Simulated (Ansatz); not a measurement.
# Mg on Mo(100): change of the work function

Wanted: Δφ(θ) for Mg/Mo(100), starting from the hollow site.

Program: Ansatz 0.2.0. Level of theory: plane-wave DFT, PBE, Ansatz PAW. Results are calculated unless marked as measured.

### 1. The starting structure

The cell holds 4 atoms: 4 Mo. Cell: a = 3.150 Å, b = 3.150 Å, c = 22.725 Å, α = 90.0°, β = 90.0°, γ = 90.0°. Vacuum lies along c.

### 2. The clean slab

The bare slab comes first, as the zero from which every change is counted. The two lowest layers are held at bulk places and the upper ones relax. The dipole correction removes the false field that a one-sided slab makes across the periodic vacuum, so each face gets a flat vacuum level of its own.

File input.yaml:

```yaml
crystal:
  lattice:
    - [3.15, 0.0, 0.0]
    - [0.0, 3.15, 0.0]
    - [0.0, 0.0, 22.725]
  atoms:
    - { symbol: Mo, position: [0.5, 0.5, 0.396039604] }
    - { symbol: Mo, position: [0.0, 0.0, 0.4653465347] }
    - { symbol: Mo, position: [0.5, 0.5, 0.5346534653] }
    - { symbol: Mo, position: [0.0, 0.0, 0.603960396] }
kpoints:
  mp_grid: { grid: [12, 12, 1] }
hamiltonian:
  xc: pbe
scf:
  occupations: { method: fermi_dirac, width: 0.1 }
  convergence: { dr2_threshold: 1.0e-08 }
efield:
  axis: 3
  dipole_correction: true
  ramp_position: 0.97
  ramp_width: 0.06
relax:
  f_tol: 0.02
  max_steps: 60
  constraints: [{ sites: [0, 1] }]
output:
  write_potential: true
  write_density: true
  volumetric_format: npy
```

Run with:

```bash
$ ansatz run input.yaml --threads 4 --pin off --max-ram 16384MiB --backend cpu --events-out ev --progress --plain --runs-dir out
```

Numbers of over 12 decimals in the logs are rounded to 6 here.

What it wrote:

```text
Engine: ansatz 0.2.0, aarch64-unknown-linux-gnu
Pseudopotentials: kind: paw
Pseudopotential: Mo, paw, valence charge 14, recommended cutoff 420 eV (normal), Mo.paw.azcp
Functional definition: PBE
  parameter kappa = 0.804
  parameter beta = 0.066725
  exchange = pbe_x(kappa = kappa, mu = beta*pi^2/3)
  correlation = pbe_c(beta = beta)
Crystal: 4 atoms, lattice volume = 225.489 Å³
Basis set: ecut = 420 eV, 4451 PW (Γ), exchange–correlation on 48×48×320 points (8 copies of the dense FFT grid, shifted against one another)
Bands: 34, of which v1, the nominal top of the filled ones, is band 28 counted from 1 (27 counted from 0)
Symmetry: 8 space group operations
k-points: 28 of 144
Non-local potential: Mo, projectors of the file, l = 0: 3, l = 1: 2, l = 2: 2, l = 3: 1
PAW form: soft (Blöchl's): semilocal exchange-correlation on the pseudo side does not see the compensation charge
PAW one-centre angular grid: Mo, 590 points (default); XC on 64 Gauss nodes
Initial density: superposition of atomic densities (neutral atoms: chi_scale 0, normalization atom), corrected by the library's trained network
Initial wavefunctions: pseudopotential atomic-orbital guess
Functional: x = pbe(κ = 0.804, μ = 0.219515), c = pbe(β = 0.066725)
SCF iter   1: F=—  HF=-19819.857183 eV  |F-HF|=—  |Δ(HF+E_count)|=         —  Δρ=6.46e-3  dr2=1.68e-1  ethr=1.77e-3  p=0.000 e·Å  D=5.31e-14 V/Å  ΔV_dip=-0.00 eV  dr2_dipole=4.23e-8  V_vac-E_F(+/−)=4.13/4.13 eV  ⟨swp⟩=7.9  Hψ=4534  notcnv=0
efield: sawtooth ramp at fractional position 0.9700 (set: `efield.ramp_position`, or a place that a band, a saddle search or an elastic batch's reference lends), width 0.0600; the density the first Hamiltonian is built on has a dipole p = 0.000 e·Å; the dipole correction subtracts the counter field D = 5.31e-14 V/Å, which shifts the + side's vacuum level by -0.00 eV against the − side's; the planar-averaged density in the ramp window peaks in size at 6.3e-6 e/Å³
preconditioner: auto → LDOS  [metal: Δε(μ)=0.004 eV  Ē_g=3.404 eV  σ=0.100 eV  W_gap=0.01  n_scr=42 (ndim 8)  ℏωp=12.1 eV  f_vac=0.620  D(μ)=5.04/eV (n_scr^D=18)  β→1.0]
SCF iter   2: F=—  HF=-19819.835507 eV  |F-HF|=—  |Δ(HF+E_count)|=   2.17e-2  Δρ=3.81e-3  dr2=6.65e-2  ethr=2.99e-4  p=-0.000 e·Å  D=-4.00e-6 V/Å  ΔV_dip=0.00 eV  dr2_dipole=5.03e-8  V_vac-E_F(+/−)=3.88/3.88 eV  ⟨swp⟩=2.1  Hψ=1706  notcnv=0
SCF iter   3: F=—  HF=-19819.832402 eV  |F-HF|=—  |Δ(HF+E_count)|=   3.10e-3  Δρ=9.68e-4  dr2=4.70e-3  ethr=1.19e-4  p=0.000 e·Å  D=4.44e-7 V/Å  ΔV_dip=-0.00 eV  dr2_dipole=8.26e-9  V_vac-E_F(+/−)=3.92/3.92 eV  ⟨swp⟩=2.0  Hψ=1362  notcnv=0
SCF iter   4: F=—  HF=-19819.832390 eV  |F-HF|=—  |Δ(HF+E_count)|=   1.28e-5  Δρ=2.83e-4  dr2=4.47e-4  ethr=8.39e-6  p=0.000 e·Å  D=1.14e-6 V/Å  ΔV_dip=-0.00 eV  dr2_dipole=1.89e-12  V_vac-E_F(+/−)=3.88/3.88 eV  ⟨swp⟩=2.2  Hψ=1282  notcnv=0
SCF iter   5: F=—  HF=-19819.832356 eV  |F-HF|=—  |Δ(HF+E_count)|=   3.39e-5  Δρ=7.75e-5  dr2=1.80e-5  ethr=7.98e-7  p=0.000 e·Å  D=1.07e-6 V/Å  ΔV_dip=-0.00 eV  dr2_dipole=2.30e-11  V_vac-E_F(+/−)=3.87/3.87 eV  ⟨swp⟩=2.6  Hψ=1580  notcnv=0
SCF iter   6: F=—  HF=-19819.832363 eV  |F-HF|=—  |Δ(HF+E_count)|=   7.48e-6  Δρ=2.58e-5  dr2=3.87e-6  ethr=3.22e-8  p=0.000 e·Å  D=6.49e-7 V/Å  ΔV_dip=-0.00 eV  dr2_dipole=3.10e-11  V_vac-E_F(+/−)=3.87/3.87 eV  ⟨swp⟩=2.8  Hψ=1817  notcnv=0
SCF iter   7: F=—  HF=-19819.832426 eV  |F-HF|=—  |Δ(HF+E_count)|=   6.27e-5  Δρ=7.78e-6  dr2=1.65e-7  ethr=6.91e-9  p=0.000 e·Å  D=3.86e-7 V/Å  ΔV_dip=-0.00 eV  dr2_dipole=2.72e-12  V_vac-E_F(+/−)=3.87/3.87 eV  ⟨swp⟩=2.1  Hψ=1328  notcnv=0
SCF iter   8: F=—  HF=-19819.832426 eV  |F-HF|=—  |Δ(HF+E_count)|=   2.54e-7  Δρ=2.79e-6  dr2=1.63e-8  ethr=2.94e-10  p=0.000 e·Å  D=2.09e-7 V/Å  ΔV_dip=-0.00 eV  dr2_dipole=4.63e-13  V_vac-E_F(+/−)=3.87/3.87 eV  ⟨swp⟩=2.8  Hψ=1941  notcnv=0
SCF iter   9: F=-19819.832426 eV  HF=-19819.832426 eV  |F-HF|=1.78e-9  |Δ(HF+E_count)|=   7.14e-8  Δρ=7.77e-7  dr2=2.00e-9  ethr=1.79e-11  p=0.000 e·Å  D=7.87e-8 V/Å  ΔV_dip=-0.00 eV  dr2_dipole=1.30e-14  V_vac-E_F(+/−)=3.87/3.87 eV  ⟨swp⟩=10.3  Hψ=6762  notcnv=0
SCF 1 converged in 9 iterations: F = -19819.832426 eV  dr2 = 2.00e-9
  greatest PAW one-centre occupation: 0.998 electrons in one spin orbital (limit 2), on the Mo atom at site 3 (counted from 0), in its partial waves of l = 0
relax step   1: F+E_penalty+E_count = -19819.83242618 eV  Δ(F+E_penalty+E_count) = +0.000e0 eV  max|allowed force component| = 1.563e0 eV/Å  Δτ_max = 0.0000 Å  (9 SCF iters, accepted)
Initial density: handed on by an earlier stage of this run
Initial wavefunctions: those handed on with the density
iter 1 solved again at ethr=1.37e-3 eV; its pass at ethr=3.10e-3 eV (dr2=7.67e-1 eV) is discarded
SCF iter   1: F=—  HF=-19819.972387 eV  |F-HF|=—  |Δ(HF+E_count)|=         —  Δρ=1.17e-2  dr2=8.97e-1  ethr=1.37e-3  p=0.000 e·Å  D=2.00e-6 V/Å  ΔV_dip=-0.00 eV  dr2_dipole=1.48e-1  V_vac-E_F(+/−)=3.95/3.95 eV  ⟨swp⟩=1.7  Hψ=3994  notcnv=0
efield: sawtooth ramp at fractional position 0.9700 (set: `efield.ramp_position`, or a place that a band, a saddle search or an elastic batch's reference lends), width 0.0600; the density the first Hamiltonian is built on has a dipole p = 0.000 e·Å; the dipole correction subtracts the counter field D = 2.00e-6 V/Å, which shifts the + side's vacuum level by -0.00 eV against the − side's; the planar-averaged density in the ramp window peaks in size at 3.6e-6 e/Å³
preconditioner: auto → LDOS  [metal: Δε(μ)=0.032 eV  Ē_g=3.589 eV  σ=0.100 eV  W_gap=0.08  n_scr=42 (ndim 8)  ℏωp=12.1 eV  f_vac=0.627  D(μ)=4.75/eV (n_scr^D=14)  β→1.0]
SCF iter   2: F=—  HF=-19819.959709 eV  |F-HF|=—  |Δ(HF+E_count)|=   1.27e-2  Δρ=6.99e-3  dr2=2.69e-1  ethr=1.37e-3  p=0.002 e·Å  D=1.33e-3 V/Å  ΔV_dip=-0.03 eV  dr2_dipole=5.55e-5  V_vac-E_F(+/−)=3.83/3.86 eV  ⟨swp⟩=2.6  Hψ=1633  notcnv=0
SCF iter   3: F=—  HF=-19819.938875 eV  |F-HF|=—  |Δ(HF+E_count)|=   2.08e-2  Δρ=3.48e-3  dr2=6.96e-2  ethr=4.81e-4  p=-0.001 e·Å  D=-5.15e-4 V/Å  ΔV_dip=0.01 eV  dr2_dipole=7.95e-4  V_vac-E_F(+/−)=3.89/3.88 eV  ⟨swp⟩=2.3  Hψ=1716  notcnv=0
SCF iter   4: F=—  HF=-19819.932358 eV  |F-HF|=—  |Δ(HF+E_count)|=   6.52e-3  Δρ=5.12e-4  dr2=1.23e-3  ethr=1.24e-4  p=-0.001 e·Å  D=-4.45e-4 V/Å  ΔV_dip=0.01 eV  dr2_dipole=5.08e-6  V_vac-E_F(+/−)=3.88/3.87 eV  ⟨swp⟩=2.0  Hψ=1281  notcnv=0
SCF iter   5: F=—  HF=-19819.932189 eV  |F-HF|=—  |Δ(HF+E_count)|=   1.69e-4  Δρ=2.46e-4  dr2=3.81e-4  ethr=2.19e-6  p=-0.000 e·Å  D=-3.42e-4 V/Å  ΔV_dip=0.01 eV  dr2_dipole=1.77e-5  V_vac-E_F(+/−)=3.88/3.87 eV  ⟨swp⟩=2.1  Hψ=1355  notcnv=0
[...]
SCF iter   4: F=—  HF=-19819.995783 eV  |F-HF|=—  |Δ(HF+E_count)|=   8.35e-4  Δρ=1.70e-4  dr2=7.94e-5  ethr=1.71e-5  p=0.002 e·Å  D=1.50e-3 V/Å  ΔV_dip=-0.03 eV  dr2_dipole=3.57e-8  V_vac-E_F(+/−)=3.83/3.87 eV  ⟨swp⟩=2.1  Hψ=1234  notcnv=0
SCF iter   5: F=—  HF=-19819.995790 eV  |F-HF|=—  |Δ(HF+E_count)|=   7.81e-6  Δρ=6.33e-5  dr2=2.25e-5  ethr=1.42e-7  p=0.002 e·Å  D=1.35e-3 V/Å  ΔV_dip=-0.03 eV  dr2_dipole=2.56e-6  V_vac-E_F(+/−)=3.83/3.86 eV  ⟨swp⟩=2.6  Hψ=1573  notcnv=0
SCF iter   6: F=—  HF=-19819.995792 eV  |F-HF|=—  |Δ(HF+E_count)|=   1.58e-6  Δρ=2.10e-5  dr2=1.94e-6  ethr=4.01e-8  p=0.002 e·Å  D=1.32e-3 V/Å  ΔV_dip=-0.03 eV  dr2_dipole=1.27e-7  V_vac-E_F(+/−)=3.83/3.86 eV  ⟨swp⟩=2.1  Hψ=1228  notcnv=0
SCF iter   7: F=—  HF=-19819.995852 eV  |F-HF|=—  |Δ(HF+E_count)|=   6.03e-5  Δρ=5.32e-6  dr2=1.22e-7  ethr=3.46e-9  p=0.002 e·Å  D=1.32e-3 V/Å  ΔV_dip=-0.03 eV  dr2_dipole=4.36e-9  V_vac-E_F(+/−)=3.83/3.86 eV  ⟨swp⟩=2.4  Hψ=1589  notcnv=0
SCF iter   8: F=—  HF=-19819.995852 eV  |F-HF|=—  |Δ(HF+E_count)|=   1.00e-7  Δρ=1.60e-6  dr2=1.75e-8  ethr=2.18e-10  p=0.002 e·Å  D=1.31e-3 V/Å  ΔV_dip=-0.03 eV  dr2_dipole=3.63e-9  V_vac-E_F(+/−)=3.83/3.86 eV  ⟨swp⟩=2.8  Hψ=1764  notcnv=0
SCF iter   9: F=-19819.995852 eV  HF=-19819.995852 eV  |F-HF|=9.71e-10  |Δ(HF+E_count)|=   8.04e-9  Δρ=5.20e-7  dr2=1.68e-9  ethr=1.79e-11  p=0.002 e·Å  D=1.32e-3 V/Å  ΔV_dip=-0.03 eV  dr2_dipole=8.97e-13  V_vac-E_F(+/−)=3.83/3.86 eV  ⟨swp⟩=9.5  Hψ=6427  notcnv=0
SCF 3 converged in 9 iterations: F = -19819.995852 eV  dr2 = 1.68e-9
relax step   3: F+E_penalty+E_count = -19819.99585247 eV  Δ(F+E_penalty+E_count) = -6.360e-2 eV  max|allowed force component| = 3.074e-2 eV/Å  Δτ_max = 0.0603 Å  (9 SCF iters, accepted)
SCF iter   1: F=—  HF=-19819.996165 eV  |F-HF|=—  |Δ(HF+E_count)|=         —  Δρ=8.57e-4  dr2=8.98e-3  ethr=9.06e-5  p=0.002 e·Å  D=1.32e-3 V/Å  ΔV_dip=-0.03 eV  dr2_dipole=1.81e-3  V_vac-E_F(+/−)=3.83/3.86 eV  ⟨swp⟩=1.9  Hψ=1536  notcnv=0
efield: sawtooth ramp at fractional position 0.9700 (set: `efield.ramp_position`, or a place that a band, a saddle search or an elastic batch's reference lends), width 0.0600; the density the first Hamiltonian is built on has a dipole p = 0.002 e·Å; the dipole correction subtracts the counter field D = 1.32e-3 V/Å, which shifts the + side's vacuum level by -0.03 eV against the − side's; the planar-averaged density in the ramp window peaks in size at 1.1e-6 e/Å³
preconditioner: auto → LDOS  [metal: Δε(μ)=0.033 eV  Ē_g=3.506 eV  σ=0.100 eV  W_gap=0.08  n_scr=42 (ndim 8)  ℏωp=12.1 eV  f_vac=0.625  D(μ)=4.83/eV (n_scr^D=14)  β→1.0]
SCF iter   2: F=—  HF=-19819.996021 eV  |F-HF|=—  |Δ(HF+E_count)|=   1.44e-4  Δρ=5.39e-4  dr2=2.47e-3  ethr=1.60e-5  p=0.001 e·Å  D=1.04e-3 V/Å  ΔV_dip=-0.02 eV  dr2_dipole=2.34e-5  V_vac-E_F(+/−)=3.84/3.86 eV  ⟨swp⟩=1.2  Hψ=1182  notcnv=0
SCF iter   3: F=—  HF=-19819.995899 eV  |F-HF|=—  |Δ(HF+E_count)|=   1.22e-4  Δρ=2.39e-4  dr2=4.91e-4  ethr=4.40e-6  p=0.002 e·Å  D=1.20e-3 V/Å  ΔV_dip=-0.03 eV  dr2_dipole=2.95e-5  V_vac-E_F(+/−)=3.83/3.86 eV  ⟨swp⟩=2.0  Hψ=1265  notcnv=0
SCF iter   4: F=—  HF=-19819.995857 eV  |F-HF|=—  |Δ(HF+E_count)|=   4.24e-5  Δρ=3.09e-5  dr2=3.13e-6  ethr=8.78e-7  p=0.002 e·Å  D=1.22e-3 V/Å  ΔV_dip=-0.03 eV  dr2_dipole=6.45e-9  V_vac-E_F(+/−)=3.83/3.86 eV  ⟨swp⟩=2.3  Hψ=1244  notcnv=0
SCF iter   5: F=—  HF=-19819.995925 eV  |F-HF|=—  |Δ(HF+E_count)|=   6.88e-5  Δρ=1.41e-5  dr2=1.17e-6  ethr=5.58e-9  p=0.002 e·Å  D=1.24e-3 V/Å  ΔV_dip=-0.03 eV  dr2_dipole=4.04e-8  V_vac-E_F(+/−)=3.83/3.86 eV  ⟨swp⟩=3.4  Hψ=1792  notcnv=0
SCF iter   6: F=—  HF=-19819.995926 eV  |F-HF|=—  |Δ(HF+E_count)|=   2.80e-7  Δρ=5.13e-6  dr2=1.86e-7  ethr=2.09e-9  p=0.002 e·Å  D=1.28e-3 V/Å  ΔV_dip=-0.03 eV  dr2_dipole=5.71e-10  V_vac-E_F(+/−)=3.83/3.86 eV  ⟨swp⟩=2.1  Hψ=1172  notcnv=0
SCF iter   7: F=—  HF=-19819.995926 eV  |F-HF|=—  |Δ(HF+E_count)|=   5.30e-8  Δρ=1.57e-6  dr2=1.27e-8  ethr=3.32e-10  p=0.002 e·Å  D=1.30e-3 V/Å  ΔV_dip=-0.03 eV  dr2_dipole=2.23e-9  V_vac-E_F(+/−)=3.83/3.86 eV  ⟨swp⟩=2.1  Hψ=1377  notcnv=0
SCF iter   8: F=-19819.995926 eV  HF=-19819.995926 eV  |F-HF|=1.34e-9  |Δ(HF+E_count)|=   1.53e-8  Δρ=7.40e-7  dr2=3.55e-9  ethr=1.79e-11  p=0.002 e·Å  D=1.31e-3 V/Å  ΔV_dip=-0.03 eV  dr2_dipole=4.23e-10  V_vac-E_F(+/−)=3.83/3.86 eV  ⟨swp⟩=9.5  Hψ=6468  notcnv=0
SCF 4 converged in 8 iterations: F = -19819.995926 eV  dr2 = 3.55e-9
relax step   4: F+E_penalty+E_count = -19819.99592565 eV  Δ(F+E_penalty+E_count) = -7.318e-5 eV  max|allowed force component| = 1.546e-2 eV/Å  Δτ_max = 0.0082 Å  (8 SCF iters, accepted)
NSCF: frozen V_eff on 28 k-points
the band table was solved once a step of the walk had ended and its energy, with any forces and stress, was formed, with the checks that follow a solve (4367 applications of the Hamiltonian). They found nothing against the state; the energy, forces and stress were not computed again (output.eigenvalues in the input reference)
WARN: The output density's exchange-correlation potential varies sharply where the density is thin. Do not read a vacuum level from v_tot or v_xc, or from such a field of the output density. On a cell that repeats whose density bears no net charge and no dipole along the vacuum's axis use v_es (v_loc + v_h of the components); under efield.dipole_correction with no amplitude use v_es + v_field, which holds any externa [...]
SCF converged after 8 iterations
Free energy (F): -19819.995926 eV
Harris-Foulkes:  -19819.995926 eV  (|F-HF|=1.34e-9)
Internal energy: -19819.831584 eV  (E = F + TS)
E sigma→0 (E₀):  -19819.913755 eV
Entropy (-TS):   -0.164342 eV (-41.086 meV/atom)
Fermi energy:    3.091665 eV
Dipole field:    D = 0.001336 V/Å  (p = 0.001665 e·Å, saw-weighted, corrected)
Work function:   Φ+ = 3.8304 eV   Φ− = 3.8607 eV
Levels:          The Fermi level and band energies are counted from a zero that moves with the ramp; work functions are not
--- Per-component energies (eV) ---
  E_band       = -1200.370314
  E_kinetic    = 1757.431237
  E_local      = -61048.384503  (includes V_loc(G=0)·N_el)
  E_nonlocal   = 576.034451
  E_hartree    = 29500.156884
  E_xc         = -728.348904
  E_vxc        = -908.366798  (∫ρ·V_xc dr)
  E_paw        = -12806.173053  (= ΣΔE_a)
  E_vpaw       = -577.392229  (= ΣTr[D̂ρ^β])
  E_aug_tail   = 0.000173  (compensation charges beyond the density's cutoff)
  E_efield     = 0.000001  (sawtooth field / dipole correction)
  E_vefield    = 0.001109  (∫n·V_field dr)
  E_ewald      = 22929.452132
  E_smearing   = -0.164342  (= −TS)
  E_closure    = -0.000000  (closes the sum)
  Σ components = -19819.995926   (vs F -19819.995926, Δ=0.00e0)
--- Forces (eV/Å), atoms counted from 1 ---
  atom   1  Mo     0.00000000     0.00000000     1.65152032
  atom   2  Mo    -0.00000000    -0.00000000    -1.62582730
  atom   3  Mo    -0.00000000     0.00000000    -0.01546452
  atom   4  Mo    -0.00000000    -0.00000000    -0.01025982
  max |Σ_I F_I| component: 3.13e-5 eV/Å
--- Band table (eV; the first three rows and the last of 28) ---
  k-point 0: bands = [... 24 lower, 2.2590, 2.3854, 2.7744, 2.7744, 2.9609, 3.1738, 3.5683, 4.0581, ... 2 higher]
  k-point 1: bands = [... 24 lower, 2.1366, 2.5640, 2.6745, 2.8675, 3.0661, 3.2840, 3.3118, 4.2016, ... 2 higher]
  k-point 2: bands = [... 24 lower, 1.7856, 2.4339, 2.6427, 2.8755, 3.0846, 3.3152, 3.7837, 4.2707, ... 2 higher]
  k-point 27: bands = [... 24 lower, 2.0985, 2.0985, 4.6522, 4.7294, 4.7294, 4.7682, 5.2975, 5.5297, ... 2 higher]
--- Relaxed structure (4 steps of the walk, 4 accepted, 0 SCFs on fresh bases) ---
  F+E_penalty+E_count = -19819.99592565 eV   max|allowed force component| = 1.546e-2 eV/Å
  atoms:
    - { symbol: Mo, position: [0.500000, 0.500000, 0.396039604] }
    - { symbol: Mo, position: [0.0, 0.0, 0.4653465347] }
    - { symbol: Mo, position: [0.500000, 0.500000, 0.537601] }
    - { symbol: Mo, position: [-7.781659398498363e-18, 0, 0.598409] }
```

The job ended after 19 s (4 threads of Arm Neoverse V1, shared host; peak memory 0.56 GiB).

Relaxation path:

```
step  energy less that of the first step (eV)  largest force component (eV/Å)
   1                                   0.0000                          1.5631
   2                                  -0.0998                          1.2124
   3                                  -0.1634                          0.0307
   4                                  -0.1635                          0.0155
```

Forces are held to the 8 operations that the run works with; a distortion that breaks them can't arise in this run.

The atoms that moved most (Å):

```
atom     dx     dy      dz  length
 Mo4  0.000  0.000  -0.126   0.126
 Mo3  0.000  0.000   0.067   0.067
```

Numbers from this step:

```
energy at zero smearing        : -19819.9138 eV
work function, upper face      : 3.830 eV
work function, lower face      : 3.861 eV
dipole along the normal        : 0.001665 e·Å
step between the vacuum levels : -0.03036 eV
```

Running mean over 1.575 Å of the planar mean; the ramp of the sawtooth is left out. The electron's electrostatic potential energy less the Fermi level by z:

```
z (Å)  electron's electrostatic potential energy less the Fermi level (eV)
  3.0                                                                 3.86
  3.5                                                                 3.86
  4.0                                                                 3.86
  4.5                                                                 3.86
  5.0                                                                 3.85
  5.5                                                                 3.83
  6.0                                                                 3.78
  6.5                                                                 3.62
  7.0                                                                 3.14
  7.5                                                                 1.63
  8.0                                                                -2.54
  8.5                                                                -8.12
  9.0                                                                -11.4
  9.5                                                                -12.1
 10.0                                                                -12.3
 10.5                                                                -12.3
 11.0                                                                -12.1
 11.5                                                                -12.0
 12.0                                                                -12.7
 12.5                                                                -14.0
 13.0                                                                -14.4
 13.5                                                                -12.9
 14.0                                                                -9.24
 14.5                                                                -3.63
 15.0                                                                 1.07
 15.5                                                                 2.98
 16.0                                                                 3.54
 16.5                                                                 3.73
 17.0                                                                 3.80
 17.5                                                                 3.82
 18.0                                                                 3.83
 18.5                                                                 3.83
 19.0                                                                 3.83
 19.5                                                                 3.83
```

The relaxation took 4 steps and lowered the energy by 0.16 eV; the largest force on the free atoms ends at 0.015 eV/Å.

The work function of the upper face is 3.83 eV.

(Continued in part 2 of 4.)

[Logs are printed without paths, hosts, clocks, repeated set-up lines and the standing remarks that a program may print on its own settings, such as how far it seeks lower states.]

[Hosts, paths, dates, database ids (printed as entryN), source tags and the programs' standing remarks are cut or masked in the printed files.]

[Maps of the electrostatic potential energy from Ansatz leave out the sawtooth potential of an applied field or a dipole correction, so their vacuum need not be flat; planar profiles and work functions include it.]
